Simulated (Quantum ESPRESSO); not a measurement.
**Ta (Im-3m): from the cell to the phonon bands**

How does Ta (Im-3m) vibrate, and is this structure a minimum?

Main program and level: Quantum ESPRESSO 7.5; DFT LDA, scalar-relativistic, plane waves, PseudoDojo norm-conserving pseudopotentials.

## (1) Set-up

It takes space group Im-3m (No. 229, cubic). Conventional cell: a = 3.303 Å, b = 3.303 Å, c = 3.303 Å, α = 90.00°, β = 90.00°, γ = 90.00°. Ta has 8 Ta at 2.86 Å nearest.

## (2) A first look

A cheap run with smearing and empty bands tells whether the crystal has a gap, which decides between fixed occupations and smearing later on.

File probe.in:

```
 &control
    calculation='scf',
    prefix='x',
    outdir='./tmp',
    pseudo_dir='./pseudo',
    tprnfor=.true.,
    tstress=.true.,
    verbosity='high',
 /
 &system
    ibrav=0,
    nat=1,
    ntyp=1,
    ecutwfc=64.0,
    occupations='smearing',
    smearing='gaussian',
    degauss=0.01,
 /
 &electrons
    conv_thr=1.0d-07,
    mixing_beta=0.7,
    electron_maxstep=100,
 /
ATOMIC_SPECIES
 Ta    180.9479  Ta.upf
CELL_PARAMETERS angstrom
     1.651280000    1.651280000    1.651280000
    -1.651280000    1.651280000    1.651280000
    -1.651280000   -1.651280000    1.651280000
ATOMIC_POSITIONS crystal
 Ta     0.000000000   0.000000000   0.000000000
K_POINTS automatic
 8 8 8 0 0 0
```

Started as:

```console
$ OMP_NUM_THREADS=1 mpirun -n 4 pw.x -nk 4 -in probe.in > probe.out
```

The log of the run:

```text
[banners, grids, parts of the stress and lines that vanish by symmetry left out]
Program PWSCF v.7.5
     Message from routine setup:
     using ibrav=0 with symmetry is DISCOURAGED, use correct ibrav instead
[...]
kinetic-energy cutoff     =      64.0000  Ry
     charge density cutoff     =     256.0000  Ry
     scf convergence threshold =      1.0E-07
[...]
Exchange-correlation= SLA  PW   NOGX NOGC
                           (   1   4   0   0   0   0   0)
[...]
48 Sym. Ops., with inversion, found
[...]
(     0          1          0      )
                  (     0          0          1      )
[...]
(  0.0000000  1.0000000  0.0000000 )
                  (  0.0000000  0.0000000  1.0000000 )
[...]
(     1         -1          1      )
                  (     1          0          0      )
[...]
(  1.0000000 -0.0000000  0.0000000 )
                  (  0.0000000 -1.0000000  0.0000000 )
[...]
(     1          0          0      )
                  (     0          0         -1      )
[...]
( -1.0000000  0.0000000  0.0000000 )
                  ( -0.0000000  1.0000000  0.0000000 )
[...]
number of k points=    29  Gaussian smearing, width (Ry)=  0.0100
[...]
End of self-consistent calculation
[...]
the Fermi energy is    18.0907 ev
!    total energy              =    -130.32814352 Ry
[...]
convergence has been achieved in   5 iterations
[...]
atom    1 type  1   force =     0.00000000    0.00000000    0.00000000
[...]
Total force =     0.000000     Total SCF correction =     0.000000
[...]
total   stress  (Ry/bohr**3)                   (kbar)     P=     -118.64
[...]
XML data file, charge density, pseudopotentials, collected wavefunctions

   JOB DONE.
```

The job ended after 1.7 s (4 MPI ranks of Arm Neoverse V1, shared host).

Read from the output:

* volume per atom: 18.01 Å³
* pressure: -11.86 GPa
* gap on the k-mesh: 0 eV

No gap opens on this mesh, so smearing is kept; the start stands at -12 GPa.

## (3) Relaxation

The relaxation runs at a cutoff a fifth above that of the response, since stress converges more slowly with the basis than frequencies do. Forces and stress are brought to rest with tight thresholds.

File relax.in:

```
 &control
    calculation='vc-relax',
    prefix='x',
    outdir='./tmp',
    pseudo_dir='./pseudo',
    tprnfor=.true.,
    tstress=.true.,
    forc_conv_thr=2.0d-05,
    etot_conv_thr=1.0d-07,
    nstep=40,
 /
 &system
    ibrav=0,
    nat=1,
    ntyp=1,
    ecutwfc=77,
    occupations='smearing',
    smearing='mv',
    degauss=0.02,
 /
 &electrons
    conv_thr=1.0d-11,
    mixing_beta=0.7,
    electron_maxstep=100,
 /
 &ions
 /
 &cell
    press_conv_thr=0.2,
 /
ATOMIC_SPECIES
 Ta    180.9479  Ta.upf
CELL_PARAMETERS angstrom
     1.651280000    1.651280000    1.651280000
    -1.651280000    1.651280000    1.651280000
    -1.651280000   -1.651280000    1.651280000
ATOMIC_POSITIONS crystal
 Ta     0.000000000   0.000000000   0.000000000
K_POINTS automatic
 16 16 16 0 0 0
```

Started as:

```console
$ OMP_NUM_THREADS=1 mpirun -n 4 pw.x -nk 4 -in relax.in > relax.out
```

The log of the run:

```text
[banners, grids, parts of the stress and lines that vanish by symmetry left out]
[banner, memory and clock lines left out]
Program PWSCF v.7.5

[...]
kinetic-energy cutoff     =      77.0000  Ry
     charge density cutoff     =     308.0000  Ry
     scf convergence threshold =      1.0E-11
[...]
energy convergence thresh.=      1.0E-07
     force convergence thresh. =      2.0E-05
     press convergence thresh. =      2.0E-01
     Exchange-correlation= SLA  PW   NOGX NOGC
                           (   1   4   0   0   0   0   0)
[...]
48 Sym. Ops., with inversion, found
[...]
number of k points=   145  Marzari-Vanderbilt smearing, width (Ry)=  0.0200
[...]
End of self-consistent calculation
[...]
the Fermi energy is    18.0872 ev
!    total energy              =    -130.32530065 Ry
[...]
convergence has been achieved in   8 iterations
[...]
atom    1 type  1   force =     0.00000000    0.00000000    0.00000000
     Total force =     0.000000     Total SCF correction =     0.000000
[...]
total   stress  (Ry/bohr**3)                   (kbar)     P=     -102.23
[...]
number of bfgs steps    =   0
[...]
CELL_PARAMETERS (angstrom)
[...]
ATOMIC_POSITIONS (crystal)
Ta               0.0000000000        0.0000000000        0.0000000000
[...]
New effective cutoffs (rho, wfc):  317.02   79.74
[...]
End of self-consistent calculation
[...]
the Fermi energy is    19.2130 ev
!    total energy              =    -130.32755855 Ry
[...]
convergence has been achieved in   6 iterations
[...]
atom    1 type  1   force =     0.00000000    0.00000000    0.00000000
     Total force =     0.000000     Total SCF correction =     0.000000
[...]
total   stress  (Ry/bohr**3)                   (kbar)     P=       -0.33
[...]
number of bfgs steps    =   1
[...]
CELL_PARAMETERS (angstrom)
[...]
ATOMIC_POSITIONS (crystal)
Ta               0.0000000000        0.0000000000        0.0000000000
[...]
New effective cutoffs (rho, wfc):  317.06   79.75
[...]
End of self-consistent calculation
[...]
the Fermi energy is    19.2166 ev
!    total energy              =    -130.32755857 Ry
[...]
convergence has been achieved in   4 iterations
[...]
atom    1 type  1   force =     0.00000000    0.00000000    0.00000000
     Total force =     0.000000     Total SCF correction =     0.000000
[...]
total   stress  (Ry/bohr**3)                   (kbar)     P=        0.03
[...]
bfgs converged in   3 scf cycles and   2 bfgs steps
[...]
End of BFGS Geometry Optimization
     Final enthalpy           =    -130.3275585718 Ry
     File ./tmp/x.bfgs deleted, as requested
[...]
CELL_PARAMETERS (angstrom)
[...]
ATOMIC_POSITIONS (crystal)
Ta               0.0000000000        0.0000000000        0.0000000000
[...]
Final scf calculation at the relaxed structure.
[...]
kinetic-energy cutoff     =      77.0000  Ry
     charge density cutoff     =     308.0000  Ry
     scf convergence threshold =      1.0E-13
[...]
press convergence thresh. =      2.0E-01
     Exchange-correlation= SLA  PW   NOGX NOGC
                           (   1   4   0   0   0   0   0)
[...]
48 Sym. Ops., with inversion, found
[...]
number of k points=   145  Marzari-Vanderbilt smearing, width (Ry)=  0.0200
[...]
c_bands:  1 eigenvalues not converged
     c_bands:  1 eigenvalues not converged
     c_bands:  1 eigenvalues not converged
[...]
End of self-consistent calculation
[...]
the Fermi energy is    19.2166 ev
!    total energy              =    -130.32755638 Ry
[...]
convergence has been achieved in   9 iterations
[...]
atom    1 type  1   force =     0.00000000    0.00000000    0.00000000
     Total force =     0.000000     Total SCF correction =     0.000000
[...]
total   stress  (Ry/bohr**3)                   (kbar)     P=        0.02
[...]
XML data file, charge density, pseudopotentials, collected wavefunctions
```

Elapsed: 24 s, on 4 MPI ranks.

Step by step:

```csv
step,energy less that of the first step (eV),largest force (eV/Å),pressure (GPa),volume (Å³)
1,0.0000,0.0000,-10.22,18.01
2,-0.0307,0.0000,-0.03,17.09
3,-0.0307,0.0000,0.00,17.09
4,-0.0307,0.0000,0.00,17.09
```

```csv
"conventional cell, symmetrised",before,after,change
a (Å),3.303,3.245,-1.7 %
b (Å),3.303,3.245,-1.7 %
c (Å),3.303,3.245,-1.7 %
volume (Å³/atom),18.01,17.09,-5.1 %
```

Final coordinates:

```
Ta
1.0
     1.62250    1.62250    1.62250
    -1.62250    1.62250    1.62250
    -1.62250   -1.62250    1.62250
Ta
1
Direct
  0.00000 0.00000 0.00000
```

The last row of the table of steps is pw.x's closing run on a basis chosen anew for the final cell, so its energy can jump.

Numbers from this step:

* volume per atom: 17.09 Å³
* pressure: 0.002 GPa

The volume changes by -5.1 % from the cell with which this run began.

## (4) Self-consistent run for the response

Perturbation theory inherits every error of the wavefunctions, so the threshold is set near the limit of the arithmetic. Smearing stays on, as the first look found no gap above 0.3 eV.

File scf.in:

```
 &control
    calculation='scf',
    prefix='x',
    outdir='./tmp',
    pseudo_dir='./pseudo',
    tprnfor=.true.,
    tstress=.true.,
 /
 &system
    ibrav=0,
    nat=1,
    ntyp=1,
    ecutwfc=64.0,
    occupations='smearing',
    smearing='mv',
    degauss=0.02,
 /
 &electrons
    conv_thr=1.0d-12,
    mixing_beta=0.7,
    electron_maxstep=100,
 /
ATOMIC_SPECIES
 Ta    180.9479  Ta.upf
CELL_PARAMETERS angstrom
     1.622502673    1.622502673    1.622502673
    -1.622502673    1.622502673    1.622502673
    -1.622502673   -1.622502673    1.622502673
ATOMIC_POSITIONS crystal
 Ta     0.000000000   0.000000000   0.000000000
K_POINTS automatic
 16 16 16 0 0 0
```

Started as:

```console
$ OMP_NUM_THREADS=1 mpirun -n 4 pw.x -nk 4 -in scf.in > scf.out
```

The log of the run:

```text
[banners, grids, parts of the stress and lines that vanish by symmetry left out]
[banner, memory and clock lines left out]
Program PWSCF v.7.5

[...]
kinetic-energy cutoff     =      64.0000  Ry
     charge density cutoff     =     256.0000  Ry
     scf convergence threshold =      1.0E-12
[...]
Exchange-correlation= SLA  PW   NOGX NOGC
                           (   1   4   0   0   0   0   0)
[...]
48 Sym. Ops., with inversion, found
[...]
number of k points=   145  Marzari-Vanderbilt smearing, width (Ry)=  0.0200
[...]
End of self-consistent calculation
[...]
the Fermi energy is    19.2166 ev
!    total energy              =    -130.32752457 Ry
[...]
convergence has been achieved in   8 iterations
[...]
atom    1 type  1   force =     0.00000000    0.00000000    0.00000000
     Total force =     0.000000     Total SCF correction =     0.000000
[...]
total   stress  (Ry/bohr**3)                   (kbar)     P=       -0.10
[...]
XML data file, charge density, pseudopotentials, collected wavefunctions
```

Wall time 6.9 s (4 MPI ranks).

Read from the output:

| Item | Value |
| --- | --- |
| pressure | -0.01 GPa |

The cell stands at -0.01 GPa, close enough for phonons.

(Part 1 of 3 ends here.)

[Host names and launcher messages were left out of these logs when they were recorded.]

[Logs are printed without paths, hosts, clocks, repeated set-up lines and the standing remarks that a program may print on its own settings, such as how far it seeks lower states.]

[Hosts, paths, dates, database ids (printed as entryN), source tags and the programs' standing remarks are cut or masked in the printed files.]
